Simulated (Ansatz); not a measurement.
# TiTe2 monolayer (1T): phonons and vibrational spectra

How does TiTe2 monolayer (1T) vibrate, and is this structure a minimum?

Main program and level: Ansatz 0.2.0; DFT LDA, scalar-relativistic, plane waves, PAW; PAW set soft_1.

## (1) The structure

The cell holds 3 atoms: 1 Ti and 2 Te. Its edges and angles: a = 3.730 Å, b = 3.730 Å, c = 20.000 Å, α = 90.0°, β = 90.0°, γ = 120.0°. It derives from TiTe2. Vacuum lies along c.

## (2) Relaxation

Harmonic phonons are second derivatives at a point where the forces vanish, and they are wanted at zero stress, so atoms and cell are relaxed first.

The program solves this slab on a cell height of its own, 30.4 Å, in place of the one typed.

input.yaml

```yaml
crystal:
  lattice:
    - [3.73, 0.0, 0.0]
    - [-1.865, 3.23027, 0.0]
    - [0.0, 0.0, 20.0]
  atoms:
    - { symbol: Ti, position: [0.0, 0.0, 0.5] }
    - { symbol: Te, position: [0.333333, 0.666667, 0.5828] }
    - { symbol: Te, position: [0.666667, 0.333333, 0.4172] }
  periodic: [true, true, false]
kpoints:
  mp_grid: { grid: [15, 15, 1] }
hamiltonian:
  xc: lda
  pseudopotentials: { kind: paw, azcp: { folder: soft_1 }, xc_functional: pbe }
scf:
  occupations: { method: gaussian, width: 0.1 }
output:
  forces: true
  stress: true
  eigenvalues: true
  write_density: true
  write_potential: true
  elf: true
  volumetric_format: npy
relax:
  adjacent_minimum: "off"
  f_tol: 0.005
  max_steps: 80
  cell: { stress_2d_tol: 0.02 }
```

Launch:

```sh
$ ansatz run input.yaml --threads 4 --pin off --max-ram 16384MiB --backend cpu --events-out ev --progress --plain --runs-dir out
```

Numbers of over 12 decimals in the logs are rounded to 6 here.

What it wrote:

```text
Warning: crystal.periodic: the lattice vector that does not repeat stood 0.000° off the slab's normal, 20.000 Å along it as the deck builds it. The run solves the slab on a vector along the normal, 30.424 Å long, with every atom where it was (on the deck's vector they left 16.69 Å outside them, and the widest stretch free of ions among them is 1.66 Å). A fractional position that the run reports is one of the run's ce [...]
Warning: the atoms were moved onto the symmetric positions of the space group found under crystal.symmetry.tolerance 1.0e-5 (fractional; no operation is sought that the atoms, as they stand in a round, miss by more than twice it, and no atom is moved by as much as it), and the run uses the moved positions. Before a round's move an operation carried an atom to 3.73e-6 Å from where it should land, the largest such dist [...]
crystal.periodic: the lattice vector that does not repeat stood 0.000° off the slab's normal, 20.000 Å along it as the deck builds it. The run solves the slab on a vector along the normal, 30.424 Å long, with every atom where it was (on the deck's vector they left 16.69 Å outside them, and the widest stretch free of ions among them is 1.66 Å). A fractional position that the run reports is one of the run's cell, which [...]
Engine: ansatz 0.2.0, aarch64-unknown-linux-gnu
Pseudopotentials: kind: paw
Pseudopotential: Ti, paw, valence charge 12, recommended cutoff 420 eV (normal), soft_1/Ti.paw.azcp
Pseudopotential: Te, paw, valence charge 16, recommended cutoff 420 eV (normal), soft_1/Te.paw.azcp
Functional definition: SPW92
  exchange = slater_x
  correlation = pw_c
Crystal: 3 atoms, lattice volume = 366.576 Å³
Basis set: ecut = 420 eV, 7193 PW (Γ)
Bands: 27, of which v1, the nominal top of the filled ones, is band 22 counted from 1 (21 counted from 0)
Symmetry: 12 space group operations
Space group: P-3m1 (ITA 164), of the structure as read, at distance tolerance 7.2e-5 Å
k-points: 27 of 225
Non-local potential: Ti, projectors of the file, l = 0: 3, l = 1: 2, l = 2: 3, l = 3: 1
Non-local potential: Te, projectors of the file, l = 0: 2, l = 1: 2, l = 2: 2, l = 3: 1
PAW form: soft (Blöchl's): semilocal exchange-correlation on the pseudo side does not see the compensation charge
PAW frozen core: Ti, regenerated for the run's functional, and the local potential with it (the file was generated under x = pbe(κ = 0.804, μ = 0.219515), c = pbe(β = 0.066725))
PAW frozen core: Te, regenerated for the run's functional, and the local potential with it (the file was generated under x = pbe(κ = 0.804, μ = 0.219515), c = pbe(β = 0.066725))
PAW one-centre angular grid: Ti, 590 points (default); XC on 64 Gauss nodes
PAW one-centre angular grid: Te, 590 points (default); XC on 64 Gauss nodes
Initial density: superposition of atomic densities (neutral atoms: chi_scale 0, normalization atom)
Initial wavefunctions: pseudopotential atomic-orbital guess
Functional: x = slater, c = lda
SCF iter   1: F=—  HF=-16107.196955 eV  |F-HF|=—  |Δ(HF+E_count)|=         —  Δρ=1.36e-2  dr2=1.86e0  ethr=3.10e-3  ⟨swp⟩=15.0  Hψ=5414  notcnv=0
preconditioner: auto → LDOS  [metal: Δε(μ)=0.054 eV  Ē_g=6.406 eV  σ=0.100 eV  W_gap=0.30  n_scr=18 (ndim 8)  ℏωp=7.8 eV  f_vac=0.748  D(μ)=1.22/eV (n_scr^D=6)  β→1.0]
SCF iter   2: F=—  HF=-16107.478607 eV  |F-HF|=—  |Δ(HF+E_count)|=   2.82e-1  Δρ=1.34e-2  dr2=4.14e0  ethr=3.10e-3  ⟨swp⟩=4.9  Hψ=1993  notcnv=0  defer=11
SCF iter   3: F=—  HF=-16106.749535 eV  |F-HF|=—  |Δ(HF+E_count)|=   7.29e-1  Δρ=1.86e-3  dr2=6.91e-3  ethr=3.10e-3  ⟨swp⟩=4.2  Hψ=1728  notcnv=0  defer=11
SCF iter   4: F=—  HF=-16106.748879 eV  |F-HF|=—  |Δ(HF+E_count)|=   6.56e-4  Δρ=9.86e-4  dr2=4.86e-3  ethr=1.57e-5  ⟨swp⟩=3.4  Hψ=1861  notcnv=0  defer=10
SCF iter   5: F=—  HF=-16106.748204 eV  |F-HF|=—  |Δ(HF+E_count)|=   6.75e-4  Δρ=2.69e-4  dr2=2.87e-4  ethr=1.10e-5  ⟨swp⟩=3.6  Hψ=1413  notcnv=0  defer=10
SCF iter   6: F=—  HF=-16106.748214 eV  |F-HF|=—  |Δ(HF+E_count)|=   1.01e-5  Δρ=4.92e-5  dr2=4.47e-6  ethr=6.53e-7  ⟨swp⟩=3.5  Hψ=1417  notcnv=0  defer=10
SCF iter   7: F=—  HF=-16106.748295 eV  |F-HF|=—  |Δ(HF+E_count)|=   8.11e-5  Δρ=1.65e-5  dr2=7.70e-7  ethr=1.02e-8  ⟨swp⟩=3.3  Hψ=1589  notcnv=0  defer=10
iter 8 did not close the SCF: its close was put off until two iterations running show no level that it waits for move by more than its bar (scf_convergence_deferred on its scf_iter line)
SCF iter   8: F=-16106.748299 eV  HF=-16106.748299 eV  |F-HF|=1.50e-7  |Δ(HF+E_count)|=   3.61e-6  Δρ=1.70e-6  dr2=5.31e-9  ethr=2.27e-10  ⟨swp⟩=19.8  Hψ=8300  notcnv=0
iter 9 did not close the SCF: its close was put off until two iterations running show no level that it waits for move by more than its bar (scf_convergence_deferred on its scf_iter line)
SCF iter   9: F=-16106.748299 eV  HF=-16106.748299 eV  |F-HF|=1.44e-9  |Δ(HF+E_count)|=   1.50e-7  Δρ=2.26e-7  dr2=1.68e-10  ethr=1.21e-11  ⟨swp⟩=9.2  Hψ=5117  notcnv=0
SCF iter  10: F=-16106.748299 eV  HF=-16106.748299 eV  |F-HF|=4.37e-11  |Δ(HF+E_count)|=   1.58e-9  Δρ=6.18e-8  dr2=1.34e-11  ethr=1.00e-12  ⟨swp⟩=8.6  Hψ=4857  notcnv=0
SCF 1 converged in 10 iterations: F = -16106.748299 eV  dr2 = 1.34e-11
  greatest PAW one-centre occupation: 0.999 electrons in one spin orbital (limit 2), on the Te atom at site 2 (counted from 0), in its partial waves of l = 2
relax step   1: F+E_penalty+E_count = -16106.74829876 eV  Δ(F+E_penalty+E_count) = +0.000e0 eV  max|allowed force component| = 2.946e-1 eV/Å  Δτ_max = 0.0000 Å  P = -0.961 N/m  Ω = 366.576 Å³  fix = [c, alpha, beta]  reactions: c -0.000 N/m  (10 SCF iters, dr2 threshold 1.00e-7 eV, accepted)
Crystal: 3 atoms, lattice volume = 350.177 Å³
Basis set: ecut = 420 eV, 6749 PW (Γ)
Initial density: handed on by an earlier stage of this run
Initial wavefunctions: those handed on with the density
iter 1 solved again at ethr=5.29e-5 eV; its pass at ethr=3.10e-3 eV (dr2=2.33e-2 eV) is discarded
SCF iter   1: F=—  HF=-16106.758541 eV  |F-HF|=—  |Δ(HF+E_count)|=         —  Δρ=2.69e-3  dr2=2.20e-2  ethr=5.29e-5  ⟨swp⟩=3.1  Hψ=5441  notcnv=0
preconditioner: auto → LDOS  [insulator: Δε(μ)=0.152 eV  Ē_g=6.320 eV  σ=0.100 eV  W_gap=0.52  n_scr=18 (ndim 8)  ℏωp=7.9 eV  f_vac=0.744  D(μ)=1.38/eV (n_scr^D=8)  ε∞_Penn≈2.6  β→1.0]
SCF iter   2: F=—  HF=-16106.755533 eV  |F-HF|=—  |Δ(HF+E_count)|=   3.01e-3  Δρ=1.20e-3  dr2=6.59e-3  ethr=5.00e-5  ⟨swp⟩=3.4  Hψ=1580  notcnv=0
SCF iter   3: F=—  HF=-16106.754846 eV  |F-HF|=—  |Δ(HF+E_count)|=   6.87e-4  Δρ=5.08e-4  dr2=1.44e-3  ethr=1.50e-5  ⟨swp⟩=3.5  Hψ=1624  notcnv=0
[...]
Crystal: 3 atoms, lattice volume = 350.991 Å³
Basis set: ecut = 420 eV, 6785 PW (Γ)
iter 1 solved again at ethr=7.09e-5 eV; its pass at ethr=3.10e-3 eV (dr2=3.12e-2 eV) is discarded
SCF iter   1: F=—  HF=-16106.795725 eV  |F-HF|=—  |Δ(HF+E_count)|=         —  Δρ=2.02e-3  dr2=3.41e-2  ethr=7.09e-5  ⟨swp⟩=2.3  Hψ=4471  notcnv=0
preconditioner: auto → LDOS  [metal: Δε(μ)=0.017 eV  Ē_g=6.350 eV  σ=0.100 eV  W_gap=0.10  n_scr=18 (ndim 8)  ℏωp=7.9 eV  f_vac=0.750  D(μ)=1.21/eV (n_scr^D=6)  β→1.0]
SCF iter   2: F=—  HF=-16106.798789 eV  |F-HF|=—  |Δ(HF+E_count)|=   3.06e-3  Δρ=2.33e-3  dr2=6.67e-2  ethr=7.09e-5  ⟨swp⟩=2.5  Hψ=1105  notcnv=0
SCF iter   3: F=—  HF=-16106.792365 eV  |F-HF|=—  |Δ(HF+E_count)|=   6.42e-3  Δρ=2.99e-4  dr2=3.73e-4  ethr=7.09e-5  ⟨swp⟩=2.7  Hψ=1174  notcnv=0
SCF iter   4: F=—  HF=-16106.792258 eV  |F-HF|=—  |Δ(HF+E_count)|=   1.07e-4  Δρ=9.40e-5  dr2=9.66e-5  ethr=8.48e-7  ⟨swp⟩=4.7  Hψ=1783  notcnv=0
SCF iter   5: F=—  HF=-16106.792307 eV  |F-HF|=—  |Δ(HF+E_count)|=   4.86e-5  Δρ=1.97e-5  dr2=3.14e-6  ethr=2.20e-7  ⟨swp⟩=4.0  Hψ=1591  notcnv=0
SCF iter   6: F=—  HF=-16106.792309 eV  |F-HF|=—  |Δ(HF+E_count)|=   2.11e-6  Δρ=5.56e-6  dr2=3.15e-7  ethr=7.15e-9  ⟨swp⟩=3.1  Hψ=1209  notcnv=0
SCF iter   7: F=-16106.792309 eV  HF=-16106.792309 eV  |F-HF|=5.23e-8  |Δ(HF+E_count)|=   1.36e-7  Δρ=1.55e-6  dr2=1.02e-8  ethr=6.82e-10  ⟨swp⟩=18.9  Hψ=7435  notcnv=0
SCF 3 converged in 7 iterations: F = -16106.792309 eV  dr2 = 1.02e-8
relax step   3: F+E_penalty+E_count = -16106.79230899 eV  Δ(F+E_penalty+E_count) = -3.757e-2 eV  max|allowed force component| = 6.874e-2 eV/Å  Δτ_max = 0.0605 Å  P = -0.583 N/m  Ω = 350.991 Å³  energy of the carried Pulay correction = +9.557e-4 eV  fix = [c, alpha, beta]  reactions: c -0.000 N/m  (7 SCF iters, dr2 threshold 3.00e-7 eV, accepted)
[...]
relax step   4: F+E_penalty+E_count = -16106.79490463 eV  Δ(F+E_penalty+E_count) = -2.596e-3 eV  max|allowed force component| = 5.147e-3 eV/Å  Δτ_max = 0.0002 Å  P = -0.098 N/m  Ω = 347.586 Å³  energy of the carried Pulay correction = +1.173e-3 eV  fix = [c, alpha, beta]  reactions: c -0.000 N/m  (6 SCF iters, dr2 threshold 3.00e-7 eV, accepted)
[...]
relax step   5: F+E_penalty+E_count = -16106.79511380 eV  Δ(F+E_penalty+E_count) = -2.092e-4 eV  max|allowed force component| = 8.645e-4 eV/Å  Δτ_max = 0.0033 Å  P = +0.003 N/m  Ω = 346.419 Å³  energy of the carried Pulay correction = +1.248e-3 eV  fix = [c, alpha, beta]  reactions: c +0.000 N/m  (6 SCF iters, dr2 threshold 1.35e-8 eV, accepted)
Initial wavefunctions: pseudopotential atomic-orbital guess (no wavefunctions were taken with the density)
iter 1 solved again at ethr=1.09e-7 eV; its pass at ethr=3.10e-3 eV (dr2=4.78e-5 eV) is discarded
SCF iter   1: F=—  HF=-16106.793820 eV  |F-HF|=—  |Δ(HF+E_count)|=         —  Δρ=3.60e-5  dr2=8.53e-7  ethr=1.09e-7  ⟨swp⟩=7.6  Hψ=8460  notcnv=0
preconditioner: auto → LDOS  [insulator: Δε(μ)=0.136 eV  Ē_g=6.455 eV  σ=0.100 eV  W_gap=0.51  n_scr=18 (ndim 8)  ℏωp=8.0 eV  f_vac=0.749  D(μ)=1.26/eV (n_scr^D=6)  ε∞_Penn≈2.5  β→1.0]
SCF iter   2: F=—  HF=-16106.793888 eV  |F-HF|=—  |Δ(HF+E_count)|=   6.72e-5  Δρ=9.02e-6  dr2=2.78e-7  ethr=1.94e-9  ⟨swp⟩=3.2  Hψ=1547  notcnv=0
SCF iter   3: F=—  HF=-16106.793887 eV  |F-HF|=—  |Δ(HF+E_count)|=   1.07e-7  Δρ=3.71e-6  dr2=1.85e-7  ethr=6.31e-10  ⟨swp⟩=3.0  Hψ=1508  notcnv=0
SCF iter   4: F=—  HF=-16106.793887 eV  |F-HF|=—  |Δ(HF+E_count)|=   2.25e-8  Δρ=1.01e-6  dr2=2.22e-9  ethr=4.21e-10  ⟨swp⟩=3.0  Hψ=1111  notcnv=0
SCF iter   5: F=—  HF=-16106.793887 eV  |F-HF|=—  |Δ(HF+E_count)|=  5.26e-10  Δρ=1.99e-7  dr2=3.58e-10  ethr=5.05e-12  ⟨swp⟩=4.4  Hψ=2028  notcnv=0
SCF iter   6: F=—  HF=-16106.793887 eV  |F-HF|=—  |Δ(HF+E_count)|=  7.46e-11  Δρ=3.45e-8  dr2=3.14e-12  ethr=1.00e-12  ⟨swp⟩=2.5  Hψ=977  notcnv=0
SCF iter   7: F=-16106.793887 eV  HF=-16106.793887 eV  |F-HF|=5.82e-11  |Δ(HF+E_count)|=  1.46e-11  Δρ=1.22e-8  dr2=6.70e-13  ethr=1.00e-12  ⟨swp⟩=13.6  Hψ=4978  notcnv=0
SCF 6 converged in 7 iterations: F = -16106.793887 eV  dr2 = 6.70e-13
relax step   6: F+E_penalty+E_count = -16106.79388743 eV  Δ(F+E_penalty+E_count) = +1.226e-3 eV  max|allowed force component| = 9.475e-4 eV/Å  Δτ_max = 0.0000 Å  P = +0.000 N/m  Ω = 346.419 Å³  fix = [c, alpha, beta]  reactions: c +0.000 N/m  stress off target by 2.96e-4 N/m on what of the cell is left free  SCF on the basis re-selected at this cell (its energy is not comparable with the rows above)  (7 SCF iters)
basis re-selected at this cell: Δ(F+E_penalty+E_count) = +1.226e-3 eV, ΔP = -0.002 N/m vs the last step (what re-selecting the basis moved, of the pressure what is left beyond the Pulay correction that the steps carried, after the strain that the cell walked since its last selection, with what the two solves' SCF thresholds leave and, on support functions, any second-order correction that the steps lacked; it is no m [...]
WARN: The output density's exchange-correlation potential varies sharply where the density is thin. Do not read a vacuum level from v_tot or v_xc, or from such a field of the output density. On a cell that repeats whose density bears no net charge and no dipole along the vacuum's axis use v_es (v_loc + v_h of the components); under efield.dipole_correction with no amplitude use v_es + v_field, which holds any externa [...]
SCF converged after 7 iterations
Free energy (F): -16106.793887 eV
Harris-Foulkes:  -16106.793887 eV  (|F-HF|=5.82e-11)
Internal energy: -16106.787612 eV  (E = F + TS)
E sigma→0 (E₀):  -16106.790750 eV
Entropy (-TS):   -0.006276 eV (-2.092 meV/atom)
Fermi energy:    -4.964158 eV
--- Per-component energies (eV) ---
  E_band       = -1332.727660
  E_kinetic    = 629.105879
  E_local      = -93286.883985  (includes V_loc(G=0)·N_el)
  E_nonlocal   = 209.571955
  E_hartree    = 46220.369201
  E_xc         = -359.663625
  E_vxc        = -350.912348  (∫ρ·V_xc dr)
  E_paw        = -10033.124975  (= ΣΔE_a)
  E_vpaw       = -974.347578  (= ΣTr[D̂ρ^β])
  E_aug_tail   = 0.000052  (compensation charges beyond the density's cutoff)
  E_ewald      = 40512.154651
  E_core_change = 1.683235  (= ΣΔE_core)
  E_smearing   = -0.006276  (= −TS)
  E_closure    = 0.000000  (closes the sum)
  Σ components = -16106.793887   (vs F -16106.793887, Δ=0.00e0)
--- Forces (eV/Å), atoms counted from 1 ---
  atom   1  Ti     0.00000000     0.00000000     0.00000000
  atom   2  Te    -0.00000000     0.00000000     0.00094754
  atom   3  Te     0.00000000    -0.00000000    -0.00094754
  max |Σ_I F_I| component: 2.76e-25 eV/Å
--- 2D stress c σ (N/m, compression-positive) ---
        0.000296       0.000000       0.000000
        0.000000       0.000296       0.000000
        0.000000       0.000000       0.000000
  P = ½ c Tr σ = 0.0003 N/m
--- Band table (eV; the first three rows and the last of 27) ---
  k-point 0: bands = [... 18 lower, -6.3777, -6.3777, -4.6066, -4.5049, -4.5049, -3.4922, -3.4922, -1.2239, ... 1 higher]
  k-point 1: bands = [... 18 lower, -6.3680, -6.2129, -4.8073, -4.6467, -4.5821, -3.5960, -3.4083, -1.5937, ... 1 higher]
  k-point 2: bands = [... 18 lower, -6.3500, -6.0818, -5.5753, -4.9358, -4.6297, -3.6707, -3.2921, -2.2154, ... 1 higher]
  k-point 26: bands = [... 18 lower, -8.9009, -7.9338, -7.0130, -7.0130, -3.7642, -3.6999, -3.6999, -2.3094, ... 1 higher]
--- Relaxed structure (5 steps of the walk, 5 accepted, 1 SCFs on fresh bases) ---
  F+E_penalty+E_count = -16106.79388743 eV   max|allowed force component| = 9.475e-4 eV/Å   (the final SCF, on the basis selected at the relaxed cell)
  cell:  # Å, volume = 346.4192 Å³
    - [3.625998, 0, 0]
    - [-1.812999, 3.140206, 0]
    - [0, 0, 30.424]
  atoms:
    - { symbol: Ti, position: [0, 0, 0.328688] }
    - { symbol: Te, position: [0.333333, 0.666667, 0.385789] }
    - { symbol: Te, position: [0.666667, 0.333333, 0.271586] }
```

Run time: 32 s. Hardware: 4 threads of Arm Neoverse V2, shared host; peak memory 0.73 GiB.

Relaxation path:

```csv
step,energy less that of the first step (eV),largest force component (eV/Å),volume (Å³)
1,0.0000,0.2946,366.58
2,-0.0064,0.5767,350.18
3,-0.0440,0.0687,350.99
4,-0.0466,0.0051,347.59
5,-0.0468,0.0009,346.42
6*,-0.0456,0.0009,346.42
```

Relaxation steps marked * repeat the geometry before them on a plane-wave basis chosen anew for their cell, so energy and pressure can jump there.

Forces are held to the 12 operations that the run works with; a distortion that breaks them can't arise in this run.

```
cell as run  before  after  change
      a (Å)   3.730  3.626  -2.8 %
      b (Å)   3.730  3.626  -2.8 %
```

The atoms that moved most (Å, along periodic axes as changes of fractional coordinates times the final cell, across vacuum about the mean position):

```
atom     dx     dy      dz  length
 Te2  0.000  0.000   0.081   0.081
 Te3  0.000  0.000  -0.081   0.081
```

The relaxed structure:

```
Ti Te
1.0
     3.62600    0.00000    0.00000
    -1.81300    3.14021    0.00000
     0.00000    0.00000   30.42400
Ti Te
1 2
Direct
  0.00000 0.00000 0.32869
  0.33333 0.66667 0.38579
  0.66667 0.33333 0.27159
```

This step gave:

```yaml
gap_on_the_k_mesh: 0 eV
area_per_atom: 3.795 Å²
```

ELF in the ac plane at fractional y = 0.000, with atoms of Ti within 0.2 Å of it. It is the smooth field of the valence electrons, not physical close to the nuclei.

Ten even steps from '0' (0.00) to '9' (0.60), each cell a mean:
```
00000000000000
00000000000000
00000000000000
00000000000000
00000000000000
00000000000000
00000000000000
00000000000000
00000000000000
00000000000000
00000000000000
00000000000000
00000000000000
00124788864100
22479999999642
67645688764567
77744678754577
22489999999742
00125799874200
00000011000000
00000000000000
00000000000000
00000000000000
00000000000000
```
Columns run along a (3.6 Å), rows up along c (30.4 Å). Atoms in or near the plane, at fractional coordinates: Ti at (0.00, 0.33).

Electrostatic potential energy in the ac plane at fractional y = 0.000, with atoms of Ti within 0.2 Å of it. With pseudopotentials it is smooth inside the atoms' cores, unlike the true potential.

Ten even steps from '0' (-15 eV) to '9' (0 eV), each cell a mean:
```
99999999999999
99999999999999
99999999999999
99999999999999
99999999999999
99999999999999
99999999999999
99999999999999
99999999999999
99999999999999
99999999999999
99999999999999
99999999999999
99999988899999
88876421246788
00124666654110
00014666653100
88876421246788
99999888899999
99999999999999
99999999999999
99999999999999
99999999999999
99999999999999
```
Columns run along a (3.6 Å; values clipped at the 3rd and 97th percentile), rows up along c (30.4 Å). Atoms in or near the plane, at fractional coordinates: Ti at (0.00, 0.33).

Valence density in the ac plane at fractional y = 0.000, with atoms of Ti within 0.2 Å of it. It is the smooth field of the valence electrons, not physical close to the nuclei.

Values in units of 1e0 e/Å³, 24 rows by 14 columns, each cell a mean:
```
0.0 0.0 0.0 0.0 0.0 0.0 0.0 0.0 0.0 0.0 0.0 0.0 0.0 0.0
0.0 0.0 0.0 0.0 0.0 0.0 0.0 0.0 0.0 0.0 0.0 0.0 0.0 0.0
0.0 0.0 0.0 0.0 0.0 0.0 0.0 0.0 0.0 0.0 0.0 0.0 0.0 0.0
0.0 0.0 0.0 0.0 0.0 0.0 0.0 0.0 0.0 0.0 0.0 0.0 0.0 0.0
0.0 0.0 0.0 0.0 0.0 0.0 0.0 0.0 0.0 0.0 0.0 0.0 0.0 0.0
0.0 0.0 0.0 0.0 0.0 0.0 0.0 0.0 0.0 0.0 0.0 0.0 0.0 0.0
0.0 0.0 0.0 0.0 0.0 0.0 0.0 0.0 0.0 0.0 0.0 0.0 0.0 0.0
0.0 0.0 0.0 0.0 0.0 0.0 0.0 0.0 0.0 0.0 0.0 0.0 0.0 0.0
0.0 0.0 0.0 0.0 0.0 0.0 0.0 0.0 0.0 0.0 0.0 0.0 0.0 0.0
0.0 0.0 0.0 0.0 0.0 0.0 0.0 0.0 0.0 0.0 0.0 0.0 0.0 0.0
0.0 0.0 0.0 0.0 0.0 0.0 0.0 0.0 0.0 0.0 0.0 0.0 0.0 0.0
0.0 0.0 0.0 0.0 0.0 0.0 0.0 0.0 0.0 0.0 0.0 0.0 0.0 0.0
0.0 0.0 0.0 0.0 0.0 0.0 0.0 0.0 0.0 0.0 0.0 0.0 0.0 0.0
0.0 0.0 0.0 0.0 0.0 0.1 0.1 0.1 0.1 0.1 0.0 0.0 0.0 0.0
0.1 0.1 0.1 0.2 0.2 0.3 0.4 0.4 0.4 0.3 0.2 0.2 0.1 0.1
4.0 3.1 1.5 0.5 0.3 0.2 0.2 0.2 0.2 0.2 0.3 0.7 1.9 3.4
4.8 3.7 1.8 0.5 0.3 0.2 0.2 0.2 0.2 0.2 0.3 0.8 2.2 4.1
0.1 0.1 0.1 0.2 0.3 0.3 0.4 0.4 0.4 0.3 0.2 0.2 0.1 0.1
0.0 0.0 0.0 0.0 0.1 0.1 0.1 0.1 0.1 0.1 0.0 0.0 0.0 0.0
0.0 0.0 0.0 0.0 0.0 0.0 0.0 0.0 0.0 0.0 0.0 0.0 0.0 0.0
0.0 0.0 0.0 0.0 0.0 0.0 0.0 0.0 0.0 0.0 0.0 0.0 0.0 0.0
0.0 0.0 0.0 0.0 0.0 0.0 0.0 0.0 0.0 0.0 0.0 0.0 0.0 0.0
0.0 0.0 0.0 0.0 0.0 0.0 0.0 0.0 0.0 0.0 0.0 0.0 0.0 0.0
0.0 0.0 0.0 0.0 0.0 0.0 0.0 0.0 0.0 0.0 0.0 0.0 0.0 0.0
```
Columns run along a (3.6 Å), rows up along c (30.4 Å). Atoms in or near the plane, at fractional coordinates: Ti at (0.00, 0.33).

[end of part 1 of 2]

[Logs are printed without paths, hosts, clocks, repeated set-up lines and the standing remarks that a program may print on its own settings, such as how far it seeks lower states.]

[Hosts, paths, dates, database ids (printed as entryN), source tags and the programs' standing remarks are cut or masked in the printed files.]
